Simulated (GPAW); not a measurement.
**Ballistic transport through a Cu chain with an Al atom bridging one bond, cheap and dear**

Aim: T(E), conductance and thermopower of a Cu chain with an Al atom bridging one bond, and what cheaper settings cost in accuracy.

Calculated with GPAW 26.7.0; GPAW LCAO, PAW setups; Landauer transmission from Green's functions with principal layers (ASE), zero bias.

**1. The structure**

The cell holds 11 atoms: 10 Cu and 1 Al. Cell: a = 9.000 Å, b = 9.000 Å, c = 23.200 Å, α = 90.0°, β = 90.0°, γ = 90.0°. Regions: left lead, 5 atoms (5 Cu); channel, 1 atom (1 Al); right lead, 5 atoms (5 Cu). Vacuum lies along a and b. The structure is stacked along c, and the current runs across the ab planes.

**2. GPAW, dzp**

The script solves lead and junction separately, takes H and S in the orbital basis, and joins semi-infinite leads through their self-energies; the dzp basis is the working standard.

Input file run.py:

```python
import json
import numpy as np
from ase import Atoms
from ase.transport.calculators import TransportCalculator
from gpaw import GPAW, FermiDirac
from gpaw.lcao.tools import get_lcao_hamiltonian
from scipy.linalg import eigh

# The junction with lead layers at both ends, along the third cell vector
device = Atoms(
    ['Cu', 'Cu', 'Cu', 'Cu', 'Cu', 'Al', 'Cu', 'Cu', 'Cu', 'Cu', 'Cu'],
    positions=[
        [4.50000, 4.50000, 1.15000],
        [4.50000, 4.50000, 3.45000],
        [4.50000, 4.50000, 5.75000],
        [4.50000, 4.50000, 8.05000],
        [4.50000, 4.50000, 10.35000],
        [6.45908, 4.50000, 11.60000],
        [4.50000, 4.50000, 12.85000],
        [4.50000, 4.50000, 15.15000],
        [4.50000, 4.50000, 17.45000],
        [4.50000, 4.50000, 19.75000],
        [4.50000, 4.50000, 22.05000]],
    cell=[[9.0, 0.0, 0.0], [0.0, 9.0, 0.0], [0.0, 0.0, 23.2]],
    pbc=True)

# One principal layer of the lead: the first 3 atoms of the device
lead = Atoms(
    ['Cu', 'Cu', 'Cu'],
    positions=[
        [4.50000, 4.50000, 1.15000],
        [4.50000, 4.50000, 3.45000],
        [4.50000, 4.50000, 5.75000]],
    cell=[[9.0, 0.0, 0.0], [0.0, 9.0, 0.0], [0.0, 0.0, 6.9]],
    pbc=True)

settings = dict(mode='lcao', basis='dzp', xc='PBE', h=0.2,
                occupations=FermiDirac(0.1), maxiter=250,
                mixer=dict(beta=0.1, nmaxold=8, weight=100.0),
                convergence=dict(density=0.0001))
energies = np.arange(-3, 3 + 1e-9, 0.075)
eta = 0.0001
n1, n2 = 1, 1
# k and -k transmit alike, so half of the mesh across the current serves
mesh = [(i, j) for i in range(n1) for j in range(n2) if (i, j) <= (-i % n1, -j % n2)]
weights = np.array([1 if (i, j) == (-i % n1, -j % n2) else 2 for i, j in mesh]) / (n1 * n2)

# [... helper functions left out ...]
fermi_lead = ground_state(lead, (1, 1, 16), 'lead.txt')
fermi_device = ground_state(device, (1, 1, 4), 'device.txt')
# [... loop over the mesh left out, but for ...]
        # Shift the lead onto the potential of the device's first layer
        shift = ((H[:, 0, 0] - H0[:, 0, 0]) / S0[0, 0]).real.mean()
# [...]
kT = 8.617333e-5 * 300
bias = [0.1, 0.2, 0.5, 1.0, 1.5, 2.0]
# [... integrals and printing left out ...]
```

Command:

```bash
> OMP_NUM_THREADS=1 OPENBLAS_NUM_THREADS=1 python run.py
```

Output:

```text
basis functions: device 163, principal layer 45
Fermi level: lead -3.6828 eV, device -3.4756 eV; lead shifted by -0.0044 eV
largest coupling past the next layer 4.59e-05 eV, largest misfit of the first layer 0.036 eV
  E-E_F (eV)   T (one spin)  [channel counts left out]
    -3.000    7.4003e-01
    -2.925    8.4578e-01
    -2.850    9.0864e-01
    -2.775    9.4492e-01
    -2.700    9.6577e-01
    -2.625    9.7786e-01
    -2.550    9.8506e-01
    -2.475    9.8963e-01
    -2.400    9.9360e-01
    -2.325    9.9796e-01
    -2.250    9.4516e-01
    -2.175    9.6714e-01
    -2.100    9.7473e-01
    -2.025    9.6026e-01
    -1.950    9.0662e-01
    -1.875    3.5644e-02
[...]
2.475    4.4220e-01
     2.550    3.2245e-01
     2.625    2.4394e-01
     2.700    2.1251e-01
     2.775    2.2467e-01
     2.850    2.7671e-01
     2.925    3.6273e-01
     3.000    4.6953e-01
conductance at 300 K: 0.88959 G0 a cell; thermopower -2.445 uV/K
current from the zero-bias T(E) at 0.1 V: 6.8923 uA
current from the zero-bias T(E) at 0.2 V: 13.791 uA
current from the zero-bias T(E) at 0.5 V: 34.891 uA
current from the zero-bias T(E) at 1.0 V: 70.738 uA
current from the zero-bias T(E) at 1.5 V: 109.27 uA
current from the zero-bias T(E) at 2.0 V: 152.51 uA
```

Run time: 28 s. Hardware: 1 thread of Arm Neoverse V2, shared host; peak memory 0.79 GiB.

Numbers from this step:

* conductance: 0.8896 G₀
* largest coupling past the next principal layer: 4.59e-5 eV
* largest misfit of the first principal layer: 0.03587 eV
* shift that aligns the lead: -0.004407 eV
* basis functions of the junction: 163
* basis functions of a principal layer: 45
* transmission at the Fermi level (one spin): 0.8908

One spin. Transmission, zone mean against energy, zero at the Fermi level:

```
energy (eV)  transmission, zone mean
    -3.0000                    0.740
    -2.7750                    0.945
    -2.4750                    0.990
    -2.3250                    0.998
    -2.2500                    0.945
    -2.0250                    0.960
    -1.7250                     1.01
    -1.5750                     1.56
    -1.5000                     1.13
    -1.2750                     1.24
    -1.0500                     1.31
    -0.9750                     1.31
    -0.7500                     1.16
    -0.5250                    0.908
    -0.2250                    0.911
     0.0000                    0.891
     0.2250                    0.941
     0.5250                    0.967
     0.7500                    0.975
     0.9750                    0.979
     1.2750                    0.981
     1.5000                    0.979
     1.7250                    0.972
     2.0250                    0.932
     2.2500                    0.798
     2.4750                    0.442
     2.7750                    0.225
     3.0000                    0.470
```

Not self-consistent under bias; the bias window is split evenly. Table of current through one cell, from the zero-bias transmission by bias:

```
bias (V)  current through one cell, from the zero-bias transmission (μA)
   0.100                                                            6.89
   0.200                                                            13.8
   0.500                                                            34.9
   1.000                                                            70.7
   1.500                                                             109
   2.000                                                             153
```

Table of transmission of the three most open eigenchannels by energy, zero at the Fermi level:

```csv
energy (eV),channel 1,channel 2,channel 3
-3.00,0.740,0,0
-2.85,0.909,0,0
-2.70,0.966,0,0
-2.55,0.985,0,0
-2.33,0.998,0,0
-2.17,0.967,0,0
-2.02,0.960,0,0
-1.88,0.0356,2.2e-9,1.4e-12
-1.73,0.996,0.0111,2.1e-5
-1.57,0.927,0.565,0.0649
-1.35,0.708,0.188,0.115
-1.20,0.930,0.173,0.158
-1.05,0.917,0.200,0.163
-0.90,0.878,0.237,0.137
-0.75,0.751,0.275,0.108
-0.60,0.503,0.362,0.0904
-0.38,0.683,0.108,0.0760
-0.23,0.852,0.0567,0.00254
-0.07,0.862,2.4e-11,0
0.00,0.891,0,0
0.07,0.913,0,0
0.23,0.941,0,0
0.38,0.958,0,0
0.60,0.970,0,0
0.75,0.975,0,0
0.90,0.978,0,0
1.05,0.980,0,0
1.20,0.981,0,0
1.35,0.981,0,0
1.57,0.978,0,0
1.73,0.972,0,0
1.88,0.960,0,0
2.02,0.932,0,0
2.17,0.863,0,0
2.33,0.703,0,0
2.55,0.322,0,0
2.70,0.213,0,0
2.85,0.277,0,0
3.00,0.470,0,0
```

Couplings past the next layer reach 4.6e-5 eV, small enough to drop; the matrix elements of the cell's first layer differ from the bulk lead's by up to 0.036 eV. That layer keeps its own values in the calculation, and only beyond it is the lead taken as perfect. The Fermi levels of lead and junction count from different zeros of potential, one for each periodic cell; with both set to zero, the small remaining shift is what aligns them. By hand: G = 0.8896 × 77.48 μS = 68.9 μS, a resistance of 14.5 kΩ; at 0.1 V a linear junction would pass 6.89 μA, and the integral over the bias window gives 6.89 μA.

**3. GPAW, szp: basis = "szp(dzp)"**

The second zeta is dropped, the polarisation orbitals stay.

run.py: that of step 2 with these lines changed.

```diff
@@ -36,3 +36,3 @@
 
-settings = dict(mode='lcao', basis='dzp', xc='PBE', h=0.2,
+settings = dict(mode='lcao', basis='szp(dzp)', xc='PBE', h=0.2,
                 occupations=FermiDirac(0.1), maxiter=250,
```

Output:

```text
basis functions: device 99, principal layer 27
Fermi level: lead -3.7203 eV, device -3.4954 eV; lead shifted by -0.0127 eV
largest coupling past the next layer 4.61e-05 eV, largest misfit of the first layer 0.035 eV
  E-E_F (eV)   T (one spin)  [channel counts left out]
    -3.000    9.2734e-01
    -2.925    9.6702e-01
    -2.850    9.8511e-01
    -2.775    9.9296e-01
    -2.700    9.9620e-01
    -2.625    9.9750e-01
    -2.550    9.9803e-01
    -2.475    9.9857e-01
    -2.400    9.3346e-01
    -2.325    9.6647e-01
    -2.250    9.5269e-01
    -2.175    9.7938e-01
    -2.100    9.5011e-01
    -2.025    8.4410e-01
    -1.950    2.6292e-01
    -1.875    9.8815e-01
[...]
2.475    4.0181e-01
     2.550    2.7985e-01
     2.625    1.7864e-01
     2.700    1.0698e-01
     2.775    6.3219e-02
     2.850    4.0057e-02
     2.925    3.0223e-02
     3.000    2.9263e-02
conductance at 300 K: 0.88158 G0 a cell; thermopower -1.877 uV/K
current from the zero-bias T(E) at 0.1 V: 6.8357 uA
current from the zero-bias T(E) at 0.2 V: 13.719 uA
current from the zero-bias T(E) at 0.5 V: 35.096 uA
current from the zero-bias T(E) at 1.0 V: 70.917 uA
current from the zero-bias T(E) at 1.5 V: 106.97 uA
current from the zero-bias T(E) at 2.0 V: 146.82 uA
```

The job ended after 25 s (1 thread; peak memory 0.79 GiB).

Numbers from this step:

```
conductance                                    : 0.8816 G₀
largest coupling past the next principal layer : 4.61e-5 eV
largest misfit of the first principal layer    : 0.03485 eV
shift that aligns the lead                     : -0.01271 eV
basis functions of the junction                : 99
basis functions of a principal layer           : 27
transmission at the Fermi level (one spin)     : 0.8814
```

One spin. The transmission, zone mean by energy, zero at the Fermi level:

```csv
energy (eV),"transmission, zone mean"
-3.00,0.927
-2.70,0.996
-2.48,0.999
-2.40,0.933
-2.17,0.979
-1.88,0.988
-1.73,1.17
-1.57,0.802
-1.27,1.11
-0.97,1.14
-0.75,1.00
-0.45,0.863
-0.30,0.949
-0.15,0.913
0.00,0.881
0.15,0.919
0.45,0.953
0.75,0.965
0.97,0.969
1.12,0.969
1.27,0.969
1.57,0.960
1.88,0.928
2.17,0.800
2.40,0.527
2.70,0.107
3.00,0.0293
```

Not self-consistent under bias; the bias window is split evenly. Table of current through one cell, from the zero-bias transmission by bias:

```
bias (V)  current through one cell, from the zero-bias transmission (μA)
   0.100                                                            6.84
   0.200                                                            13.7
   0.500                                                            35.1
   1.000                                                            70.9
   1.500                                                             107
   2.000                                                             147
```

Table of transmission of the three most open eigenchannels by energy, zero at the Fermi level:

```csv
energy (eV),channel 1,channel 2,channel 3
-3.0000,0.927,0,0
-2.7750,0.993,0,0
-2.4750,0.999,0,0
-2.2500,0.953,0,0
-2.0250,0.844,0,0
-1.7250,0.952,0.209,0.00474
-1.5000,0.113,0.0503,0.0185
-1.2750,0.958,0.0867,0.0649
-0.9750,0.889,0.137,0.0917
-0.7500,0.688,0.217,0.0774
-0.5250,0.453,0.289,0.0807
-0.2250,0.868,0.0769,0.00213
0.0000,0.881,1.7e-12,0
0.2250,0.931,0,0
0.5250,0.957,0,0
0.7500,0.965,0,0
0.9750,0.969,0,0
1.2750,0.969,0,0
1.5000,0.964,0,0
1.7250,0.949,0,0
2.0250,0.886,0,0
2.2500,0.732,0,0
2.4750,0.402,0,0
2.7750,0.0632,0,0
3.0000,0.0293,0,0
```

The conductance, 0.882 G₀, lies 0.9 % below that of the dzp run.

**4. GPAW, sz: basis = "sz(dzp)"**

One function for each valence shell of the setup, as for a first survey of a large system.

run.py: that of step 3 with these lines changed.

```diff
@@ -36,3 +36,3 @@
 
-settings = dict(mode='lcao', basis='szp(dzp)', xc='PBE', h=0.2,
+settings = dict(mode='lcao', basis='sz(dzp)', xc='PBE', h=0.2,
                 occupations=FermiDirac(0.1), maxiter=250,
```

Output:

```text
basis functions: device 64, principal layer 18
Fermi level: lead -3.5183 eV, device -3.2797 eV; lead shifted by -0.0272 eV
largest coupling past the next layer 4.64e-05 eV, largest misfit of the first layer 0.045 eV
  E-E_F (eV)   T (one spin)  [channel counts left out]
    -3.000    9.6393e-01
    -2.925    9.7439e-01
    -2.850    9.8025e-01
[...]
2.925    5.6230e-03
     3.000    7.6585e-03
conductance at 300 K: 0.86834 G0 a cell; thermopower -0.757 uV/K
current from the zero-bias T(E) at 0.1 V: 6.7337 uA
current from the zero-bias T(E) at 0.2 V: 13.514 uA
current from the zero-bias T(E) at 0.5 V: 34.068 uA
current from the zero-bias T(E) at 1.0 V: 66.724 uA
current from the zero-bias T(E) at 1.5 V: 97.73 uA
current from the zero-bias T(E) at 2.0 V: 133.96 uA
```

The job ended after 20 s (1 thread; peak memory 0.74 GiB).

This step gave:

| Item | Value |
| --- | --- |
| conductance | 0.8683 G₀ |
| largest coupling past the next principal layer | 4.64e-5 eV |
| largest misfit of the first principal layer | 0.04458 eV |
| shift that aligns the lead | -0.02723 eV |
| basis functions of the junction | 64 |
| basis functions of a principal layer | 18 |
| transmission at the Fermi level (one spin) | 0.8675 |

One spin. Table of transmission, zone mean by energy, zero at the Fermi level:

| energy (eV) | transmission, zone mean |
| --- | --- |
| -3.00 | 0.964 |
| -2.77 | 0.983 |
| -2.55 | 0.988 |
| -2.40 | 0.966 |
| -2.17 | 0.949 |
| -1.95 | 0.999 |
| -1.73 | 1.72 |
| -1.57 | 0.929 |
| -1.50 | 1.12 |
| -1.35 | 1.11 |
| -1.12 | 1.12 |
| -0.90 | 1.03 |
| -0.75 | 0.780 |
| -0.53 | 0.685 |
| -0.30 | 0.823 |
| -0.15 | 0.924 |
| -0.07 | 0.854 |
| 0.00 | 0.868 |
| 0.07 | 0.879 |
| 0.30 | 0.900 |
| 0.53 | 0.907 |
| 0.75 | 0.907 |
| 0.90 | 0.902 |
| 1.12 | 0.889 |
| 1.35 | 0.864 |
| 1.57 | 0.819 |
| 1.73 | 0.769 |
| 1.95 | 0.641 |
| 2.17 | 0.422 |
| 2.40 | 0.170 |
| 2.55 | 0.0618 |
| 2.77 | 0.00911 |
| 3.00 | 0.00766 |

The conductance, 0.868 G₀, lies 2.4 % below that of the dzp run.

**5. revPBE in the dzp basis: xc = "revPBE"**

Back in the dzp basis, the functional changes from PBE to revPBE, to set the spread between functionals beside that between bases.

run.py: that of step 4 with these lines changed.

```diff
@@ -36,3 +36,3 @@
 
-settings = dict(mode='lcao', basis='sz(dzp)', xc='PBE', h=0.2,
+settings = dict(mode='lcao', basis='dzp', xc='revPBE', h=0.2,
                 occupations=FermiDirac(0.1), maxiter=250,
```

Output:

```text
basis functions: device 163, principal layer 45
Fermi level: lead -3.5473 eV, device -3.3516 eV; lead shifted by -0.0028 eV
largest coupling past the next layer 4.95e-05 eV, largest misfit of the first layer 0.034 eV
  E-E_F (eV)   T (one spin)  [channel counts left out]
    -3.000    7.6070e-01
    -2.925    8.6312e-01
    -2.850    9.2149e-01
[...]
2.925    3.9019e-01
     3.000    4.9924e-01
conductance at 300 K: 0.89168 G0 a cell; thermopower -2.39 uV/K
current from the zero-bias T(E) at 0.1 V: 6.9081 uA
current from the zero-bias T(E) at 0.2 V: 13.82 uA
current from the zero-bias T(E) at 0.5 V: 34.909 uA
current from the zero-bias T(E) at 1.0 V: 70.65 uA
current from the zero-bias T(E) at 1.5 V: 108.98 uA
current from the zero-bias T(E) at 2.0 V: 151.96 uA
```

Run time: 30 s. Hardware: 1 thread; peak memory 0.8 GiB.

Numbers from this step:

| Item | Value |
| --- | --- |
| conductance | 0.8917 G₀ |
| largest coupling past the next principal layer | 4.95e-5 eV |
| largest misfit of the first principal layer | 0.03409 eV |
| shift that aligns the lead | -0.002777 eV |
| basis functions of the junction | 163 |
| basis functions of a principal layer | 45 |
| transmission at the Fermi level (one spin) | 0.8928 |

One spin. The transmission, zone mean by energy, zero at the Fermi level:

```csv
energy (eV),"transmission, zone mean"
-3.00,0.761
-2.85,0.921
-2.70,0.972
-2.55,0.988
-2.40,0.995
-2.33,0.994
-2.17,0.966
-2.02,0.957
-1.88,0.354
-1.73,1.01
-1.65,1.66
-1.57,1.41
-1.35,1.02
-1.20,1.26
-1.05,1.29
-0.90,1.27
-0.75,1.15
-0.60,0.966
-0.38,0.877
-0.23,0.907
-0.07,0.866
0.00,0.893
0.07,0.914
0.23,0.942
0.38,0.958
0.60,0.971
0.75,0.975
0.90,0.978
1.05,0.980
1.20,0.980
1.35,0.980
1.57,0.977
1.73,0.970
1.88,0.957
2.02,0.925
2.17,0.851
2.33,0.685
2.55,0.315
2.70,0.221
2.85,0.299
3.00,0.499
```

The conductance, 0.892 G₀, lies 0.2 % above that of the dzp run.

**6. Cost and result by level**

Times are for 1 thread of Arm Neoverse V2, shared host. The runs compared:

```
no.         run  conductance (G₀)  time  memory (GiB)
  1         dzp            0.8896  28 s          0.79
  2         szp            0.8816  25 s          0.79
  3          sz            0.8683  20 s          0.74
  4  dzp revPBE            0.8917  30 s           0.8
```

**7. The levels side by side**

The curves are compared point by point over the common energies.

This step: comparison of transmission and cost over codes and levels (GPAW 26.7.0).

Ladder, by row:

| step | code | T at the Fermi level (sum over the listed spins) | conductance (G0) | r.m.s. T(E) from the first | wall time (s) | peak memory (GiB) | threads |
| --- | --- | --- | --- | --- | --- | --- | --- |
| dzp | GPAW | 0.8908 | 0.8896 | 0 | 28.07 | 0.79 | 1 |
| szp | GPAW | 0.8814 | 0.8816 | 0.217 | 25.21 | 0.79 | 1 |
| sz | GPAW | 0.8675 | 0.8683 | 0.2645 | 20.48 | 0.74 | 1 |
| dzp-revPBE | GPAW | 0.8928 | 0.8917 | 0.06297 | 29.64 | 0.8 | 1 |

The transmission, zone mean, sum over the listed spins by energy, zero at the Fermi level:

```csv
energy (eV),dzp,szp,sz,dzp-revPBE
-3.0000,0.740,0.927,0.964,0.761
-2.7750,0.945,0.993,0.983,0.954
-2.4750,0.990,0.999,0.939,0.992
-2.3250,0.998,0.966,0.981,0.994
-2.2500,0.945,0.953,0.967,0.955
-2.0250,0.960,0.844,0.901,0.957
-1.7250,1.01,1.17,1.72,1.01
-1.6500,1.24,1.14,1.00,1.66
-1.5750,1.56,0.802,0.929,1.41
-1.5000,1.13,0.182,1.12,1.000
-1.2750,1.24,1.11,1.11,1.22
-1.0500,1.31,1.13,1.12,1.29
-0.9750,1.31,1.14,1.10,1.29
-0.7500,1.16,1.00,0.780,1.15
-0.5250,0.908,0.841,0.685,0.898
-0.2250,0.911,0.947,0.855,0.907
0.0000,0.891,0.881,0.868,0.893
0.2250,0.941,0.931,0.895,0.942
0.5250,0.967,0.957,0.907,0.967
0.7500,0.975,0.965,0.907,0.975
0.9750,0.979,0.969,0.899,0.979
1.2750,0.981,0.969,0.874,0.980
1.5000,0.979,0.964,0.837,0.978
1.7250,0.972,0.949,0.769,0.970
2.0250,0.932,0.886,0.578,0.925
2.2500,0.798,0.732,0.334,0.782
2.4750,0.442,0.402,0.107,0.427
2.7750,0.225,0.0632,0.00911,0.240
3.0000,0.470,0.0293,0.00766,0.499
```

(Continued in part 2 of 2.)

[Logs are printed without paths, hosts, clocks, repeated set-up lines and the standing remarks that a program may print on its own settings, such as how far it seeks lower states.]

[Hosts, paths, dates, database ids (printed as entryN), source tags and the programs' standing remarks are cut or masked in the printed files.]
